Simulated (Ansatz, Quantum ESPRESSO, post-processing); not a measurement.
# Work function of Na(110), 5 layers, part 2 of 2

Aim: the work function of each face of Na(110), 5 layers, and how it moves with functional, pseudopotentials and boundary condition.

Quantum ESPRESSO 7.5; plane-wave DFT, PBE, GBRV ultrasoft pseudopotentials; geometry and cross-check by Ansatz 0.2.0 with PAW datasets.

So far. Step 10 (Electrostatic potential): The upper face goes from 2.803 eV (PBE, GBRV) to 2.825 eV, a change of +0.022 eV. Step 12 (Potential by pp.x): The upper face goes from 2.803 eV (PBE, GBRV) to 2.805 eV, a change of +0.002 eV.

### 13. SCF with pw.x: PBE, SSSP efficiency

Level of this step: plane-wave DFT, PBE, SSSP efficiency pseudopotentials (Quantum ESPRESSO 7.5).

sssp-pbe.in reads:

```
&control
  prefix = 'sssp-pbe'
  outdir = './out'
  pseudo_dir = './pseudo'
  calculation = 'scf'
  tprnfor = .true.
/
&system
  ibrav = 0
  nat = 5
  ntyp = 1
  ecutwfc = 45
  ecutrho = 360
  occupations = 'smearing'
  smearing = 'mv'
  degauss = 0.02
/
&electrons
  conv_thr = 1e-07
  mixing_beta = 0.4
  electron_maxstep = 120
  mixing_mode = 'local-TF'
/
ATOMIC_SPECIES
  Na  22.9898  na_pbe_v1.5.uspp.F.UPF
CELL_PARAMETERS angstrom
  2.99106168440000 -2.11500000000000 0.00000000000000
  2.99106168440000 2.11500000000000 0.00000000000000
  0.00000000000000 0.00000000000000 27.96424673770000
ATOMIC_POSITIONS crystal
  Na  0.000000000000 0.000000000000 0.291095657218
  Na  0.500000000000 0.500000000000 0.395428795596
  Na  0.000000000000 0.000000000000 0.500000000000
  Na  0.500000000000 0.500000000000 0.604571219207
  Na  0.000000000000 0.000000000000 0.708904366260
K_POINTS automatic
  8 8 1 0 0 0
```

Started as:

```bash
$ OMP_NUM_THREADS=1 mpirun -n 4 pw.x -nk 4 -in sssp-pbe.in > sssp-pbe.out
```

Wall time 53 s (4 MPI ranks of Arm Neoverse V2, shared host); peak memory 1.1 GiB; 3.5 min of CPU time.

This step gave:

- free energy: -6485.8786 eV
- Fermi energy: -0.4266 eV

### 14. Electrostatic potential

sssp-pbe.pot.in reads:

```
&inputpp
  prefix = 'sssp-pbe'
  outdir = './out'
  filplot = 'sssp-pbe.pot.dat'
  plot_num = 11
/
```

Started as:

```bash
$ OMP_NUM_THREADS=1 mpirun -n 4 pp.x -in sssp-pbe.pot.in > sssp-pbe.pot.out
```

Run time: 1.1 s. Hardware: 4 MPI ranks; peak memory 0.17 GiB.

Read from the output:

- work function of the upper face: 2.802 eV
- slope of the potential above: 0.001904 eV/Å
- upper vacuum line continued to the top atoms, over the Fermi level: 2.792 eV
- work function of the lower face: 2.802 eV
- slope of the potential below: -0.001301 eV/Å
- lower vacuum line continued to the bottom atoms, over the Fermi level: 2.795 eV

The upper face goes from 2.803 eV (PBE, GBRV) to 2.802 eV, a change of -0.001 eV; the files are those of the first run, so only the cutoffs change.

### 15. All levels side by side

All levels:

| level | upper face (eV) | lower face (eV) | dipole (e Å) | CPU time (s) |
| --- | --- | --- | --- | --- |
| QE PBE GBRV, periodic | 2.803 | 2.803 | - | 172 |
| QE PBE GBRV, ESM bc1 | 2.802 | 2.802 | - | 256.6 |
| QE PBEsol PseudoDojo norm-conserving, periodic | 2.825 | 2.825 | - | 382.1 |
| QE Wu-Cohen GBRV ultrasoft, periodic | 2.805 | 2.805 | - | 176.8 |
| QE PBE SSSP efficiency, periodic | 2.802 | 2.802 | - | 211.7 |
| Ansatz PBE PAW, sawtooth (time of the whole relaxation) | 2.83 | 2.83 | 1.18e-5 | 44.88 |

The times are CPU seconds on a shared host; the codes use unlike cutoffs, datasets and smearings, so their times compare unlike work.

### 16. SCF with pw.x, with ecutwfc = 26, ecutrho = 208 and K_POINTS = [11, 11, 1]

A sensitivity test on the input.

Level of this step: plane-wave DFT, PBE, GBRV ultrasoft pseudopotentials (Quantum ESPRESSO 7.5).

scf.w0.in reads:

```
&control
  prefix = 'scf.w0'
  outdir = './out'
  pseudo_dir = './pseudo'
  calculation = 'scf'
  tprnfor = .true.
/
&system
  ibrav = 0
  nat = 5
  ntyp = 1
  ecutwfc = 26
  ecutrho = 208
  occupations = 'smearing'
  smearing = 'mv'
  degauss = 0.02
/
&electrons
  conv_thr = 1e-07
  mixing_beta = 0.4
  electron_maxstep = 120
  mixing_mode = 'local-TF'
/
ATOMIC_SPECIES
  Na  22.9898  na_pbe_v1.5.uspp.F.UPF
CELL_PARAMETERS angstrom
  2.99106168440000 -2.11500000000000 0.00000000000000
  2.99106168440000 2.11500000000000 0.00000000000000
  0.00000000000000 0.00000000000000 27.96424673770000
ATOMIC_POSITIONS crystal
  Na  0.000000000000 0.000000000000 0.291095657218
  Na  0.500000000000 0.500000000000 0.395428795596
  Na  0.000000000000 0.000000000000 0.500000000000
  Na  0.500000000000 0.500000000000 0.604571219207
  Na  0.000000000000 0.000000000000 0.708904366260
K_POINTS automatic
  11 11 1 0 0 0
```

Started as:

```bash
$ OMP_NUM_THREADS=1 mpirun -n 4 pw.x -nk 4 -in scf.w0.in > scf.w0.out
```

Wall time 32 s (4 MPI ranks); peak memory 0.49 GiB.

The changed values were drawn from a wide range, not chosen for quality; the comparison shows what they did here together.

Beside the run it was changed from:

| quantity | this run | unchanged run | difference |
| --- | --- | --- | --- |
| free energy (eV) | -6482.995 | -6485.873 | 2.9 |
| wall time (s) | 32 | 42 |  |
| SCF iterations | 12 | 13 |  |

The free energy moves by +5.8e+02 meV an atom.

### 17. Electrostatic potential

The same post-processing, on the changed run.

scf.w0.pot.in reads:

```
&inputpp
  prefix = 'scf.w0'
  outdir = './out'
  filplot = 'scf.w0.pot.dat'
  plot_num = 11
/
```

Started as:

```bash
$ OMP_NUM_THREADS=1 mpirun -n 4 pp.x -in scf.w0.pot.in > scf.w0.pot.out
```

Wall time 0.81 s (4 MPI ranks); peak memory 0.14 GiB; 2.9 s of CPU time.

Beside the run it was changed from:

```
                                                                  quantity  this run  unchanged run  difference
                                      work function of the upper face (eV)     2.807          2.803      0.0038
                                      work function of the lower face (eV)     2.807          2.803      0.0040
   upper vacuum line continued to the top atoms, over the Fermi level (eV)     2.792          2.792      1.5e-4
lower vacuum line continued to the bottom atoms, over the Fermi level (eV)     2.795          2.795     -3.1e-4
                                                             wall time (s)      0.81           0.82
```

Levels move by up to 4 meV, which is small.

### 18. Worked from the printed numbers

In the first self-consistent run, on its own zero, the Fermi level is -0.426 eV and the upper vacuum level 2.376 eV: φ = 2.376 − (-0.426) = 2.802 eV.

### 19. Summary of results

```yaml
work_function_of_the_upper_face_pbe_gbrv: 2.80 eV
work_function_of_the_lower_face_pbe_gbrv: 2.80 eV
upper_face_by_esm: 2.80 eV
upper_face_by_ansatz: 2.83 eV
```

**Reading.** At the first level (PBE, GBRV ultrasoft) the work function comes to 2.80 eV on both faces. ESM differs from the periodic treatment by -1 meV on the upper face and -1 meV on the lower. Over the levels tried the upper face spans 2.80 eV (QE PBE GBRV, ESM bc1) to 2.83 eV (Ansatz PBE PAW, sawtooth). Quantum ESPRESSO and Ansatz give 2.80 and 2.83 eV for the upper face, which agree. Ansatz ran with Fermi-Dirac smearing of 0.1 eV against cold smearing of 0.02 Ry, which alone can move a level by some tens of meV. With 8×8 points and so few layers the values hold to some 0.05 to 0.1 eV. The slab is cut at a tabulated measured bulk lattice constant, given to two decimals, at low temperature.

Calculation against experiment:

```
                                                                     quantity  measured      QE PBE GBRV  QE PBE GBRV, ESM bc1  QE PBEsol PseudoDojo  QE Wu-Cohen GBRV  QE PBE SSSP efficiency   Ansatz PBE PAW
work function, loosely compared (polycrystalline sample, no single face) (eV)      2.75  2.80 (+0.05 eV)       2.80 (+0.05 eV)       2.82 (+0.07 eV)   2.80 (+0.05 eV)         2.80 (+0.05 eV)  2.83 (+0.08 eV)
```

Measured values from arxiv:1902.07811 (2019).

**Verdict.** For the work function, set beside that of the polycrystal,, of the levels listed nearest comes QE PBE GBRV, ESM bc1 (+0.05 eV) and farthest Ansatz PBE PAW (+0.08 eV). A polycrystal averages over faces, so this is a loose comparison.

[Logs are printed without paths, hosts, clocks, repeated set-up lines and the standing remarks that a program may print on its own settings, such as how far it seeks lower states.]

[Hosts, paths, dates, database ids (printed as entryN), source tags and the programs' standing remarks are cut or masked in the printed files.]

[Maps of the electrostatic potential energy from Ansatz leave out the sawtooth potential of an applied field or a dipole correction, so their vacuum need not be flat; planar profiles and work functions include it.]
